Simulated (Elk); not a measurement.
## Si2W: optical spectrum from first principles

Aim: the dielectric function of Si2W, and the optical constants that follow from it.

Program: Elk 11.2.3 (patched build). Level of theory: DFT, LDA, all-electron APW+lo, Dirac cores, scalar-relativistic bands, independent-particle optical response without local fields. Values are calculated unless marked as measured.

## (1) Set-up

Symmetry: I4/mmm, No. 139, tetragonal system. Conventional cell: a = 3.214 Å, b = 3.214 Å, c = 7.830 Å, α = 90.00°, β = 90.00°, γ = 90.00°. Nearest to W lie 10 Si at 2.62 Å. Si has 5 Si at 2.59 to 2.63 Å and 5 W at 2.62 Å nearest. Farther neighbours, and contacts between anions beyond the nearest, are not listed.

## (2) Ground state

The self-consistent density comes first; it also tells whether there is a gap, which decides the occupations and the need for a Drude term.

This step: DFT, LDA, all-electron APW+lo, Dirac cores, scalar-relativistic bands, ground state (Elk 11.2.3 (patched build)).

Contents of elk.in:

```
tasks
  0
  120

xctype
  3

nempty
  9

lorbcnd
  .true.

rgkmax
  7.0

swidth
  0.0018375

maxscl
  100

epsengy
  1e-05

sppath
  './'

avec
  -3.036600909661 3.036600909661 7.398183291604
  3.036600909661 -3.036600909661 7.398183291604
  3.036600909661 3.036600909661 -7.398183291604

atoms
  2
  'W.in'
  1
  0.000000000000 0.000000000000 0.000000000000   0.000 0.000 0.000
  'Si.in'
  2
  0.665300000000 0.665300000000 0.000000000000   0.000 0.000 0.000
  0.334700000000 0.334700000000 0.000000000000   0.000 0.000 0.000

ngridk
  11 11 11
```

On the command line:

```sh
> OMP_NUM_THREADS=4 elk
```

The program printed:

```text
┌─────────────────────────┐
│ Elk code version 11.2.3 │
└─────────────────────────┘

All units are atomic (Hartree, Bohr, etc.)

┌─────────────────────────────────────────────────┐
│ Ground-state run starting from atomic densities │
└─────────────────────────────────────────────────┘

Lattice vectors :
  -3.036600910       3.036600910       7.398183292
   3.036600910      -3.036600910       7.398183292
   3.036600910       3.036600910      -7.398183292

Reciprocal lattice vectors :
 -0.2528571970E-16   1.034575417      0.4246437983
   1.034575417     -0.2528571970E-16  0.4246437983
   1.034575417       1.034575417     -0.1292970686E-16

Unit cell volume      :    272.8729674
Brillouin zone volume :   0.9090318318

Muffin-tin inner radius fraction :   0.1000000000E-01

Nuclei treated as point charges

Species : 1 (W)
 parameters loaded from : W.in
 name : tungsten
 nuclear charge    :   -74.00000000
 electronic charge :    74.00000000
 atomic mass :    335119.8193
 muffin-tin radius :    2.739557196
 number of radial points in muffin-tin :    697
 inner part over the whole radius :   0.9965667493E-02
 number on inner part of muffin-tin    :    500
 approximate nuclear radius :   0.1010025921E-03
 number of mesh points to nuclear radius :    261
 atomic positions (lattice), magnetic fields (Cartesian) :
  1 :   0.00000000  0.00000000  0.00000000    0.00000000  0.00000000  0.00000000

Species : 2 (Si)
 parameters loaded from : Si.in
 name : silicon
 nuclear charge    :   -14.00000000
 electronic charge :    14.00000000
 atomic mass :    51196.73458
 muffin-tin radius :    2.152509226
 number of radial points in muffin-tin :    397
 inner part over the whole radius :   0.9965316115E-02
 number on inner part of muffin-tin    :    277
 approximate nuclear radius :   0.5963282101E-04
 number of mesh points to nuclear radius :    124
 atomic positions (lattice), magnetic fields (Cartesian) :
  1 :  -0.33470000 -0.33470000  0.00000000    0.00000000  0.00000000  0.00000000
  2 :   0.33470000  0.33470000  0.00000000    0.00000000  0.00000000  0.00000000

Total number of atoms per unit cell :    3
Total muffin-tin volume :    169.6764854
 ratio of muffin-tin to unit cell volume :   0.6218149309

Spin treatment :
 spin-unpolarised

Number of Bravais lattice symmetries :   16
Number of crystal symmetries         :   16
Crystal has inversion symmetry
Real symmetric eigensolver will be used

k-point grid :     11    11    11
k-point offset :    0.000000000       0.000000000       0.000000000
k-point set is reduced with full crystal symmetry group
Total number of k-points :      126

Muffin-tin radius times maximum |G+k| :    7.000000000
 using average radius
Maximum |G+k| for APW functions       :    2.981017033
Maximum (1/2)|G+k|²                   :    4.443231277
Maximum |G| for potential and density :    12.00000000
Constant for pseudocharge density :    8
 order of it for each species :   15  15
 order of it for pair densities of each species (exact exchange by exxq0 0: 15) :   13   7
Radial integration step length :    1

G-vector grid sizes :     35    35    35
Number of G-vectors :     8017

Maximum angular momentum used for
 APW functions            :    8
 outer part of muffin-tin :    6
 inner part of muffin-tin :    2

Total nuclear charge    :   -102.0000000
Total core charge       :    66.00000000
Total valence charge    :    36.00000000
Total excess charge     :    0.000000000
Total electronic charge :    102.0000000

Effective Wigner radius, rₛ :   0.8611733420

Number of empty states         :     27
Total number of valence states :     46
Total number of core states    :     66

Conduction state local-orbitals added automatically
Third-order local-orbitals added for an l without core states : F
Total number of local-orbitals :    187

Exchange-correlation functional :      3     0     0
 Perdew-Wang/Ceperley-Alder, Phys. Rev. B 45, 13244 (1992)
 gradient requirement :    0
 local density approximation (LDA)

Smearing type :    3
 Fermi-Dirac
Smearing width :   0.1837500000E-02
Effective electronic temperature (K) :    580.2366081

Mixing type :    3
 Broyden mixing, J. Phys. A: Math. Gen. 17, L317 (1984)

Kohn-Sham potential initialised from atomic data

┌──────────────────────────────┐
│ Self-consistent loop started │
└──────────────────────────────┘

┌─────────────────┐
│ Loop number : 1 │
└─────────────────┘

Energies :
 Fermi                       :     0.311958
 sum of occupied eigenvalues :     -10206.002722789
 electron kinetic            :      18771.348536376
 core electron kinetic       :      18123.432502357
 Coulomb                     :     -35151.297303168
 Coulomb potential           :     -28506.264826310
 nuclear-nuclear             :     -1505.3613583945
 electron-nuclear            :     -38815.781982321
 Hartree                     :      5169.8460375471
 Madelung                    :     -20898.164890013
 xc potential                :     -471.08643285535
 exchange                    :     -345.69025416368
 correlation                 :     -9.824027
 electron entropic           :    -0.108860E-03
 total energy                :     -16735.463156978

Density of states at Fermi energy :    10.27660389
 (states/Hartree/unit cell)

Estimated indirect band gap :   0.1249969570E-02
 from k-point 121 to k-point 113
Estimated direct band gap   :   0.9844673465E-02
 at k-point 123

Charges :
 core                        :    66.00000000
 valence                     :    36.00000000
 interstitial                :    4.346802443
 muffin-tins (core leakage)
  species : 1 (W)
   atom 1                    :    73.16205121     ( -0.4901648083E-05)
  species : 2 (Si)
   atom 1                    :    12.24557317     (  0.1879269511E-02)
   atom 2                    :    12.24557317     (  0.1879269511E-02)
 total in muffin-tins        :    97.65319756
 total calculated charge     :    101.9959962
 total charge                :    102.0000000
 error                       :   0.4003808286E-02

┌─────────────────┐
│ Loop number : 2 │
└─────────────────┘

Energies :
 Fermi                       :     0.313045
 sum of occupied eigenvalues :     -10206.002254058
 electron kinetic            :      18771.290979529
 core electron kinetic       :      18123.352252945
 Coulomb                     :     -35151.451733095
 Coulomb potential           :     -28506.144255875
 nuclear-nuclear             :     -1505.3613583945
 electron-nuclear            :     -38816.213789820
 Hartree                     :      5170.1234151193
 Madelung                    :     -20898.379605158
 xc potential                :     -471.14897771211
 exchange                    :     -345.69714269380
 correlation                 :     -9.824169
 electron entropic           :    -0.108890E-03
 total energy                :     -16735.682173694

Density of states at Fermi energy :    10.28897272
 (states/Hartree/unit cell)

Estimated indirect band gap :   0.1239614371E-02
 from k-point 121 to k-point 113
Estimated direct band gap   :   0.9916748224E-02
 at k-point 123

Charges :
 core                        :    66.00000000
 valence                     :    36.00000000
 interstitial                :    4.344966821
 muffin-tins (core leakage)
  species : 1 (W)
   atom 1                    :    73.16613545     ( -0.4901876721E-05)
  species : 2 (Si)
   atom 1                    :    12.24444887     (  0.1878033030E-02)
   atom 2                    :    12.24444887     (  0.1878033030E-02)
 total in muffin-tins        :    97.65503318
 total calculated charge     :    101.9959991
 total charge                :    102.0000000
 error                       :   0.4000862399E-02

RMS change in Kohn-Sham potential (target) :   0.8086991549E-01 (  0.1000000000E-05)
Absolute change in total energy (target)   :   0.2190167159     (  0.1000000000E-04)

[... 14 loops left out ...]

┌──────────────────┐
│ Loop number : 17 │
└──────────────────┘

Energies :
 Fermi                       :     0.448605
 sum of occupied eigenvalues :     -10196.772917271
 electron kinetic            :      18777.679170813
 core electron kinetic       :      18124.892811125
 Coulomb                     :     -35156.754125278
 Coulomb potential           :     -28502.449845854
 nuclear-nuclear             :     -1505.3613583945
 electron-nuclear            :     -38830.597115090
 Hartree                     :      5179.2043482067
 Madelung                    :     -20905.529202351
 xc potential                :     -472.00224223012
 exchange                    :     -345.94834765426
 correlation                 :     -9.829604
 electron entropic           :    -0.103700E-03
 total energy                :     -16734.853009415

Density of states at Fermi energy :    9.873478617
 (states/Hartree/unit cell)

Estimated indirect band gap :   0.9884156412E-03
 from k-point 113 to k-point 121
Estimated direct band gap   :   0.1119113158E-01
 at k-point 123

Charges :
 core                        :    66.00000000
 valence                     :    36.00000000
 interstitial                :    4.279297257
 muffin-tins (core leakage)
  species : 1 (W)
   atom 1                    :    73.25379978     ( -0.4911118694E-05)
  species : 2 (Si)
   atom 1                    :    12.23345148     (  0.1764785458E-02)
   atom 2                    :    12.23345148     (  0.1764785458E-02)
 total in muffin-tins        :    97.72070274
 total calculated charge     :    101.9962343
 total charge                :    102.0000000
 error                       :   0.3765742141E-02

RMS change in Kohn-Sham potential (target) :   0.1051363429E-07 (  0.1000000000E-05)
Absolute change in total energy (target)   :   0.3418554115E-05 (  0.1000000000E-04)

Convergence targets achieved

┌──────────────────┐
│ Loop number : 18 │
└──────────────────┘

Energies :
 Fermi                       :     0.448605
 sum of occupied eigenvalues :     -10196.772916958
 electron kinetic            :      18777.679171419
 core electron kinetic       :      18124.892811363
 Coulomb                     :     -35156.754125555
 Coulomb potential           :     -28502.449845746
 nuclear-nuclear             :     -1505.3613583945
 electron-nuclear            :     -38830.597115790
 Hartree                     :      5179.2043486289
 Madelung                    :     -20905.529202683
 xc potential                :     -472.00224263152
 exchange                    :     -345.94834766495
 correlation                 :     -9.829604
 electron entropic           :    -0.103700E-03
 total energy                :     -16734.853009097

Density of states at Fermi energy :    9.873478954
 (states/Hartree/unit cell)

Estimated indirect band gap :   0.9884158664E-03
 from k-point 113 to k-point 121
Estimated direct band gap   :   0.1119113190E-01
 at k-point 123

Charges :
 core                        :    66.00000000
 valence                     :    36.00000000
 interstitial                :    4.279297252
 muffin-tins (core leakage)
  species : 1 (W)
   atom 1                    :    73.25379978     ( -0.4911117664E-05)
  species : 2 (Si)
   atom 1                    :    12.23345148     (  0.1764785446E-02)
   atom 2                    :    12.23345148     (  0.1764785446E-02)
 total in muffin-tins        :    97.72070275
 total calculated charge     :    101.9962343
 total charge                :    102.0000000
 error                       :   0.3765742123E-02

┌──────────────────────────────┐
│ Self-consistent loop stopped │
└──────────────────────────────┘

Warning : core states of species 2 leak from the muffin-tin :   0.1764785446E-02

Wrote STATE.OUT
```

Elapsed: 22 s, on 4 threads of Arm Neoverse V2, shared host; peak memory 0.16 GiB.

Read-outs:

| Property | Result |
| --- | --- |
| total energy | -16735 Ha |
| Fermi energy | 12.21 eV |
| DOS at the Fermi level | 0.3628 states/eV/cell |

There are states at the Fermi level within the smearing, so the occupations stay smeared and the carriers get a Drude term.

## (3) Independent particles

With the density converged, the vertical transitions are summed over the zone.

This step: DFT, LDA, all-electron APW+lo, Dirac cores, scalar-relativistic bands, independent-particle optical response without local fields (Elk 11.2.3 (patched build)).

elk.in: that of step 2 with these lines changed.

```diff
@@ -1,4 +1,10 @@
 tasks
-  0
-  120
+  121
+
+optcomp
+  1 1
+  3 3
+
+intraband
+  .true.
 
@@ -17,9 +23,7 @@
 swidth
-  0.0018375
+  0.0055124
 
-maxscl
-  100
-
-epsengy
-  1e-05
+wplot
+  400 100 0
+  0.0 0.58799
```

On the command line:

```sh
> OMP_NUM_THREADS=4 elk
```

The program printed:

```text
┌─────────────────────────────────┐
│ Elk code version 11.2.3 started │
└─────────────────────────────────┘

┌────────────────────┐
│ Current task : 121 │
└────────────────────┘
Info(checkmt): changed muffin-tin radius of species 1 (W) from   2.8000 to   2.7396
Info(checkmt): changed muffin-tin radius of species 2 (Si) from   2.2000 to   2.1525

Info(dielectric):
 dielectric tensor written to EPSILON_ij.OUT
 optical conductivity written to SIGMA_ij.OUT
 plasma frequency written to PLASMA_ij.OUT
 for components
  i = 1, j = 1
  i = 3, j = 3

┌──────────────────┐
│ Elk code stopped │
└──────────────────┘
```

Elapsed: 4.1 s, on 4 threads; peak memory 0.03 GiB.

Read-outs:

```
Drude plasma energy, first axis : 2.777 eV
```

Sum at mesh points, not converged in k. Table of Im ε by photon energy; read off at these points:

| photon energy (eV) | E ∥ x | E ∥ z |
| --- | --- | --- |
| 0.50 | 10.6 | 13.0 |
| 1.00 | 5.43 | 3.79 |
| 1.50 | 5.72 | 8.75 |
| 2.00 | 7.42 | 15.1 |
| 2.50 | 16.2 | 41.7 |
| 3.00 | 18.0 | 36.9 |
| 3.50 | 18.1 | 21.3 |
| 4.00 | 27.5 | 20.0 |
| 4.12 | 27.6 | 19.3 |
| 4.50 | 24.2 | 20.4 |
| 5.00 | 27.4 | 20.0 |
| 5.50 | 23.6 | 19.7 |
| 6.00 | 19.0 | 16.3 |
| 6.50 | 17.5 | 17.5 |
| 7.00 | 13.5 | 18.3 |
| 7.50 | 8.00 | 10.1 |
| 8.00 | 6.13 | 7.43 |
| 8.50 | 5.03 | 5.39 |
| 9.00 | 4.10 | 4.37 |
| 9.50 | 3.38 | 2.71 |
| 10.00 | 2.96 | 2.52 |
| 10.50 | 2.16 | 1.66 |
| 11.00 | 1.79 | 1.54 |
| 11.50 | 1.54 | 1.12 |
| 12.00 | 1.40 | 0.996 |
| 12.50 | 1.29 | 0.815 |
| 13.00 | 1.10 | 0.752 |
| 13.50 | 0.900 | 0.686 |
| 14.00 | 0.813 | 0.577 |
| 14.50 | 0.644 | 0.541 |
| 15.00 | 0.557 | 0.404 |
| 15.50 | 0.512 | 0.436 |

Values under 1 per cm are given as 1; sum at mesh points, not converged in k. Table of absorption coefficient by photon energy:

| photon energy (eV) | E ∥ x (1/cm) | E ∥ z (1/cm) |
| --- | --- | --- |
| 0.480 | 1.7e5 | 2.2e5 |
| 1.000 | 71896 | 43407 |
| 1.480 | 88126 | 1.2e5 |
| 2.000 | 1.6e5 | 2.6e5 |
| 2.480 | 3.9e5 | 8.5e5 |
| 3.000 | 5.8e5 | 1.2e6 |
| 3.480 | 6.4e5 | 1.1e6 |
| 4.000 | 1.2e6 | 1.2e6 |
| 4.480 | 1.3e6 | 1.2e6 |
| 5.000 | 1.7e6 | 1.6e6 |
| 5.480 | 2.1e6 | 1.7e6 |
| 6.000 | 2.2e6 | 1.9e6 |
| 6.480 | 2.5e6 | 2.2e6 |
| 7.000 | 2.6e6 | 2.7e6 |
| 7.480 | 2.5e6 | 2.8e6 |
| 8.000 | 2.5e6 | 2.7e6 |
| 8.480 | 2.4e6 | 2.6e6 |
| 9.000 | 2.4e6 | 2.6e6 |
| 9.480 | 2.4e6 | 2.5e6 |
| 10.000 | 2.3e6 | 2.4e6 |
| 10.480 | 2.3e6 | 2.3e6 |
| 11.000 | 2.2e6 | 2.3e6 |
| 11.480 | 2.2e6 | 2.2e6 |
| 12.000 | 2.1e6 | 2.2e6 |
| 12.480 | 2.1e6 | 2.1e6 |
| 13.000 | 2.1e6 | 2.0e6 |
| 13.480 | 2.0e6 | 2.0e6 |
| 14.000 | 2.0e6 | 1.9e6 |
| 14.480 | 2.0e6 | 1.9e6 |
| 15.000 | 1.9e6 | 1.8e6 |
| 15.480 | 1.8e6 | 1.7e6 |

The loss function −Im 1/ε at q → 0 has structure finer than the step of the table below, so its rows give means over 0.5 eV. Peaks (eV: height): E ∥ x 0.60: 0.129; E ∥ z 0.64: 0.133.

Sum at mesh points, not converged in k. Table of loss function −Im 1/ε at q → 0 by energy loss; means over each step:

| energy loss (eV) | E ∥ x | E ∥ z |
| --- | --- | --- |
| 1.0 | 0.0233 | 0.0139 |
| 1.5 | 0.0121 | 0.00967 |
| 2.0 | 0.0135 | 0.0101 |
| 2.5 | 0.0195 | 0.0174 |
| 3.0 | 0.0266 | 0.0265 |
| 3.5 | 0.0249 | 0.0427 |
| 4.0 | 0.0288 | 0.0483 |
| 4.5 | 0.0368 | 0.0472 |
| 5.0 | 0.0361 | 0.0511 |
| 5.5 | 0.0408 | 0.0521 |
| 6.0 | 0.0463 | 0.0571 |
| 6.5 | 0.0444 | 0.0532 |
| 7.0 | 0.0452 | 0.0463 |
| 7.5 | 0.0512 | 0.0441 |
| 8.0 | 0.0577 | 0.0508 |
| 8.5 | 0.0670 | 0.0538 |
| 9.0 | 0.0757 | 0.0585 |
| 9.5 | 0.0823 | 0.0583 |
| 10.0 | 0.0908 | 0.0657 |
| 10.5 | 0.0879 | 0.0686 |
| 11.0 | 0.0990 | 0.0779 |
| 11.5 | 0.115 | 0.0780 |
| 12.0 | 0.135 | 0.0958 |
| 12.5 | 0.157 | 0.104 |
| 13.0 | 0.159 | 0.126 |
| 13.5 | 0.171 | 0.140 |
| 14.0 | 0.195 | 0.167 |
| 14.5 | 0.197 | 0.189 |
| 15.0 | 0.235 | 0.213 |
| 15.5 | 0.262 | 0.276 |

Sum at mesh points, not converged in k. Table of reflectivity at normal incidence by photon energy; read off at these points:

| photon energy (eV) | E ∥ x (%) | E ∥ z (%) |
| --- | --- | --- |
| 0.50 | 58.7 | 71.9 |
| 1.00 | 35.7 | 40.3 |
| 1.50 | 42.5 | 47.8 |
| 2.00 | 43.7 | 52.3 |
| 2.50 | 48.9 | 60.7 |
| 3.00 | 48.0 | 60.5 |
| 3.12 | 46.9 | 61.2 |
| 3.50 | 48.7 | 52.6 |
| 4.00 | 54.2 | 52.0 |
| 4.50 | 52.7 | 50.1 |
| 5.00 | 56.6 | 54.8 |
| 5.50 | 59.3 | 52.9 |
| 6.00 | 58.9 | 54.7 |
| 6.50 | 64.3 | 57.9 |
| 7.00 | 66.9 | 62.9 |
| 7.50 | 69.0 | 71.0 |
| 8.00 | 70.6 | 70.4 |
| 8.50 | 68.6 | 72.1 |
| 9.00 | 67.9 | 72.2 |
| 9.50 | 68.5 | 76.5 |
| 10.00 | 67.4 | 74.4 |
| 10.36 | 70.7 | 78.9 |
| 10.50 | 72.0 | 77.4 |
| 11.00 | 71.2 | 76.0 |
| 11.50 | 69.6 | 78.2 |
| 12.00 | 68.3 | 76.4 |
| 12.50 | 66.6 | 77.5 |
| 13.00 | 68.2 | 75.1 |
| 13.50 | 69.0 | 74.5 |
| 14.00 | 68.3 | 73.8 |
| 14.50 | 70.9 | 72.4 |
| 14.60 | 71.6 | 73.0 |
| 15.00 | 70.0 | 75.2 |
| 15.50 | 69.2 | 70.4 |

Optical constants at common wavelengths, from n + ik = √ε:

| wavelength (nm) | n x | k x | R (%) x | 1/α x | n z | k z | R (%) z | 1/α z |
| --- | --- | --- | --- | --- | --- | --- | --- | --- |
| 1550 | 3.54 | 0.822 | 33.5 | 150 nm | 3.53 | 0.633 | 32.5 | 195 nm |
| 800 | 4.69 | 0.676 | 42.9 | 94 nm | 5.40 | 0.830 | 48.2 | 77 nm |
| 450 | 4.82 | 1.728 | 47.7 | 21 nm | 5.32 | 3.330 | 58.3 | 11 nm |
| 365 | 4.75 | 1.781 | 47.5 | 16 nm | 3.43 | 3.360 | 55.6 | 8.6 nm |
| 308 | 4.68 | 2.931 | 54.2 | 8.4 nm | 3.32 | 2.968 | 51.7 | 8.3 nm |
| 248 | 3.98 | 3.441 | 56.5 | 5.7 nm | 3.08 | 3.254 | 54.8 | 6.1 nm |
| 193 | 2.41 | 3.878 | 63.8 | 4.0 nm | 2.67 | 3.420 | 57.6 | 4.5 nm |

A polished face would reflect 52 % of daylight and look light grey (CIE x = 0.303, y = 0.327 under D65).

## (4) Results

```
Drude plasma energy, first axis : 2.78 eV
```

At this level (LDA, independent particles) Si2W is a metal with a Drude plasma energy of 2.8 eV along x and 3.4 eV along z. The mesh is too coarse to trust the carriers' weight, the reflectivity or the colour to better than tens of per cent. Along x the bare Drude plasma energy is 2.8 eV; Re ε first rises through zero at 0.57 eV, far lower, because interband transitions screen the carriers. Im ε is 7.8 there, so the loss peak at that energy is weak. A polished face would reflect 52 % of daylight and look light grey (CIE x = 0.303, y = 0.327 under D65). The carriers' damping of 0.15 eV is typed, not computed; at 0.8 eV the carriers give 38 % of Im ε, the rest is interband. Spin-orbit coupling is left out although heavy atoms are present. The sum runs over mesh points 0.25 Å⁻¹ apart with no interpolation, so peaks are partly noise of the mesh, and the Drude plasma energy, a sum over the Fermi surface, isn't converged.

[Long decimals in the printed logs are rounded to 6 places.]

[Machine, clock and banner lines and Python warnings are left out of the logs.]

[Logs are printed without paths, hosts, clocks, repeated set-up lines and the standing remarks that a program may print on its own settings, such as how far it seeks lower states.]

[Hosts, paths, dates, database ids (printed as entryN), source tags and the programs' standing remarks are cut or masked in the printed files.]

[Where Elk ran, warnings of its patched build on accuracy (core leakage, angular cutoffs, spin-orbit splittings, empty states, lower magnetic states) are left out.]

[Where the starting crystal was built by hand or by swapping elements, it need not be the compound's stable phase.]

[The count of steps not shown may lack steps that the program refused or didn't finish.]
